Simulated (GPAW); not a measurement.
# Cl/Ag(100): work function by functional and basis, part 3 of 3

How far do functional and basis move the work function of Cl/Ag(100)?

GPAW 26.7.0; GPAW, PAW setups; slab in vacuum, relaxation (the session's first sound run).

So far, upper work function (eV): step 2 (relaxation, PBE, GPAW) 6.48; step 5 (self-consistent run: xc = "revPBE") 6.39; step 6 (self-consistent run: xc = "LDA") 6.70; step 7 (self-consistent run: xc = "vdW-DF2", GPAW, PAW setups, GPAW) 6.94; step 8 (self-consistent run: xc = "RPBE") 6.40.

**9. Real-space grid: mode = "fd"**

A real-space grid is a second complete basis, so it checks the plane-wave result.

run.py reads:

```python
import json
import numpy as np
from ase import Atoms
from gpaw import GPAW

slab = Atoms(
    ['Ag', 'Ag', 'Ag', 'Ag', 'Cl'],
    positions=[
        [1.44603, 1.44603, 7.00000],
        [0.00000, 0.00000, 9.04500],
        [1.44603, 1.44603, 11.16892],
        [-0.00000, -0.00000, 13.29279],
        [1.44603, 1.44603, 15.18252]],
    cell=[[2.89207, 0.0, 0.0], [0.0, 2.89207, 0.0], [0.0, 0.0, 21.64841]],
    pbc=[True, True, False])

slab.calc = GPAW(mode='fd', h=0.18, xc='PBE', kpts={'size': (11, 11, 1), 'gamma': True},
                 occupations={'name': 'fermi-dirac', 'width': 0.1}, nbands='160%',
                 convergence={'density': 1e-05}, maxiter=200,
                 poissonsolver={'dipolelayer': 'xy'},
                 symmetry={'tolerance': 1e-3}, txt='slab.txt')
result = {}
energy = slab.get_potential_energy()
fermi = slab.calc.get_fermi_level()
v = slab.calc.get_electrostatic_potential().mean((0, 1)) - fermi
n = slab.calc.get_pseudo_density().mean((0, 1))
L = slab.cell[2, 2]
z = np.arange(len(v)) * L / len(v)
low, high = slab.positions[:, 2].min(), slab.positions[:, 2].max()
below, above = np.interp([low - 4.8, high + 4.8], z, v)
slopes = [np.interp(x, z, np.gradient(v, z)) for x in (low - 4.8, high + 4.8)]
eps = np.array([[slab.calc.get_eigenvalues(k, s) for k in range(len(slab.calc.get_ibz_k_points()))]
                for s in range(slab.calc.get_number_of_spins())]) - fermi
top, bottom = eps[eps < 0].max(), eps[eps > 0].min()
dipole = slab.get_dipole_moment()[2]
print(f'energy {energy:.4f} eV, Fermi level {fermi:.4f} eV, dipole {dipole:.5f} e A')
print(f'potential 4.8 A off the faces, from the Fermi level: lower {below:.4f} eV, upper {above:.4f} eV')
print(f'slope of the potential there: lower {slopes[0]:.5f}, upper {slopes[1]:.5f} eV/A')
print(f'nearest levels on the mesh: {top:.4f} and {bottom:.4f} eV')
print('magnetic moment', round(slab.get_magnetic_moment(), 3))
result.update(energy=energy, fermi=fermi, dipole=dipole, below=below, above=above, slopes=slopes, edges=[top, bottom],
              z=z.tolist(), v=v.tolist(), n=n.tolist(), positions=slab.positions.tolist(),
              forces=slab.get_forces(apply_constraint=False).tolist(), moments=slab.get_magnetic_moments().tolist())
json.dump(result, open('result.json', 'w'))
```

The run is started by

```
> OMP_NUM_THREADS=1 OPENBLAS_NUM_THREADS=1 python run.py
```

Log:

```text
energy -12.8373 eV, Fermi level -5.3713 eV, dipole -0.10281 e A
potential 4.8 A off the faces, from the Fermi level: lower 4.2591 eV, upper 6.4834 eV
slope of the potential there: lower -0.00049, upper 0.00004 eV/A
nearest levels on the mesh: -0.0802 and 0.0258 eV
magnetic moment 0.0
```

Elapsed: 12 min, on 1 thread of Arm Neoverse V2, shared host; peak memory 1 GiB.

This step gave:

| Item | Value |
| --- | --- |
| dipole along the normal | -0.1028 e·Å |
| levels nearest the Fermi level on the mesh | -0.08020, 0.02580 eV from the Fermi level |
| upper work function | 6.483 eV |
| lower work function | 4.259 eV |

The upper face's work function is 6.483 eV, against 6.485 eV in the first plane-wave PBE run at this geometry.

**10. Atomic orbitals: mode = "lcao"**

Atom-centred orbitals end a few angstrom from the surface, which tests how much the density's tail matters.

Changes to run.py since step 9:

```diff
@@ -16,4 +16,4 @@
 
-slab.calc = GPAW(mode='fd', h=0.18, xc='PBE', kpts={'size': (11, 11, 1), 'gamma': True},
-                 occupations={'name': 'fermi-dirac', 'width': 0.1}, nbands='160%',
+slab.calc = GPAW(mode='lcao', basis='dzp', h=0.18, xc='PBE', kpts={'size': (11, 11, 1), 'gamma': True},
+                 occupations={'name': 'fermi-dirac', 'width': 0.1}, nbands='120%',
                  convergence={'density': 1e-05}, maxiter=200,
```

Log:

```text
energy -11.2991 eV, Fermi level -5.4179 eV, dipole -0.10989 e A
potential 4.8 A off the faces, from the Fermi level: lower 4.2289 eV, upper 6.6067 eV
slope of the potential there: lower -0.00101, upper 0.00000 eV/A
nearest levels on the mesh: -0.0826 and 0.0253 eV
magnetic moment 0.0
```

It took 13 min on 1 thread; peak memory 0.38 GiB.

Numbers from this step:

| Property | Result |
| --- | --- |
| dipole along the normal | -0.1099 e·Å |
| levels nearest the Fermi level on the mesh | -0.08264, 0.02532 eV from the Fermi level |
| upper work function | 6.607 eV |
| lower work function | 4.229 eV |

The electrostatic potential energy of an electron (without an applied field's), less the Fermi level, planar mean oscillates, so the rows of the table below give means over windows of 2.07 Å about each position, cut where the curve ends. Its maxima inside the range that stand out by 2 % of the span (Å: eV): 8.0: -0.781, 10.1: -0.224, 12.3: -0.0706, 14.3: -0.120. Its minima: 7.0: -17.3, 9.0: -17.6, 11.2: -17.4, 13.3: -17.2, 15.2: -18.6.

The electrostatic potential energy of an electron (without an applied field's), less the Fermi level, planar mean by z; means over each step:

z (Å), electrostatic potential energy of an electron (without an applied field's), less the Fermi level, planar mean (eV) and a bar from the least value:
```
     1.03        4.3 #########################
     3.10        4.2 #########################
     5.17        3.3 #######################
     7.24       -8.0 
     9.31       -8.0 
    11.38       -7.8 
    13.45       -7.8 
    15.52       -4.5 #######
    17.59        6.5 ##############################
    19.66        6.6 ##############################
```

The upper face's work function is 6.607 eV, against 6.485 eV in the first plane-wave PBE run at this geometry.

**11. Cost and result by level**

Times are for 1 thread of Arm Neoverse V2, shared host. The runs compared:

```
no.         run  upper work function (eV)  lower work function (eV)     time  memory (GiB)
  1          pw                     6.485                     4.262  1.9 min          0.24
  2  optPBE vdW                     6.728                     4.439  2.1 min          0.34
  3      revPBE                     6.395                     4.086    2 min          0.24
  4         LDA                     6.695                     4.685  2.3 min          0.24
  5     vdW DF2                     6.938                     4.672  3.9 min          0.35
  6        RPBE                     6.400                     4.060    2 min          0.24
  7          fd                     6.483                     4.259   12 min           1.0
  8        lcao                     6.607                     4.229   13 min          0.38
```

**12. Side by side**

Results and costs are gathered.

This step: comparison of work functions, dipole and cost (GPAW 26.7.0).

Ladder, by row:

```
      step  code  work function, upper (eV)  work function, lower (eV)  dipole (e Å)  wall time (s)  peak memory (GiB)  threads
        pw  GPAW                      6.485                      4.262       -0.1028          115.9               0.24        1
optPBE-vdW  GPAW                      6.728                      4.439       -0.1058          126.8               0.34        1
    revPBE  GPAW                      6.395                      4.086       -0.1067          118.5               0.24        1
       LDA  GPAW                      6.695                      4.685      -0.09298          138.8               0.24        1
   vdW-DF2  GPAW                      6.938                      4.673       -0.1047          236.6               0.35        1
      RPBE  GPAW                        6.4                       4.06       -0.1082          121.5               0.24        1
        fd  GPAW                      6.483                      4.259       -0.1028          748.1               1.04        1
      lcao  GPAW                      6.607                      4.229       -0.1099          773.3               0.38        1
```

**13. A changed run**

One more run, with changed settings.

This step: GPAW, PAW setups; slab in vacuum (GPAW 26.7.0).

Changes to run.py since step 10:

```diff
@@ -3,3 +3,3 @@
 from ase import Atoms
-from gpaw import GPAW
+from gpaw import GPAW, PW
 
@@ -16,5 +16,5 @@
 
-slab.calc = GPAW(mode='lcao', basis='dzp', h=0.18, xc='PBE', kpts={'size': (11, 11, 1), 'gamma': True},
-                 occupations={'name': 'fermi-dirac', 'width': 0.1}, nbands='120%',
-                 convergence={'density': 1e-05}, maxiter=200,
+slab.calc = GPAW(mode=PW(400), xc='pbe96', kpts={'size': (11, 11, 1), 'gamma': True},
+                 occupations={'name': 'fermi-dirac', 'width': 0.1}, nbands='160%',
+                 convergence={'density': 1e-05}, maxiter=100,
                  poissonsolver={'dipolelayer': 'xy'},
```

Log:

```text
NameError: Unknown functional: pbe96.
```

Elapsed: 0.61 s, on 1 thread; peak memory 0.1 GiB.

The program refused the input before any cycle.

The program's message: “NameError: Unknown functional: pbe96.”

The change that led to it: xc = "pbe96".

**14. What came out**

| Quantity | Value |
| --- | --- |
| work function, upper and lower face | 6.485 and 4.262 eV |
| dipole along the normal | -0.103 e Å |

With plane waves and PBE the work function is 6.48 eV on the upper face and 4.26 eV on the lower. The two faces differ by 2.2 eV, the step that the slab's dipole makes (e p/(ε0 A) gives 2.2 eV), so the dipole layer is needed. Over the sound runs of the table the upper face's work function spans 6.395 (revPBE) to 6.938 eV (vdW-DF2). Atomic orbitals miss the plane-wave value by 0.12 eV, since they describe the tail of the density in the vacuum poorly. The cell of 8.36 Å² holds one Cl, started on one chosen site; other sites and coverages weren't tried. The in-plane lattice was kept as typed, which isn't the functional's own and leaves some strain; spin-orbit coupling and temperature are left out.

[Logs are printed without paths, hosts, clocks, repeated set-up lines and the standing remarks that a program may print on its own settings, such as how far it seeks lower states.]

[Hosts, paths, dates, database ids (printed as entryN), source tags and the programs' standing remarks are cut or masked in the printed files.]
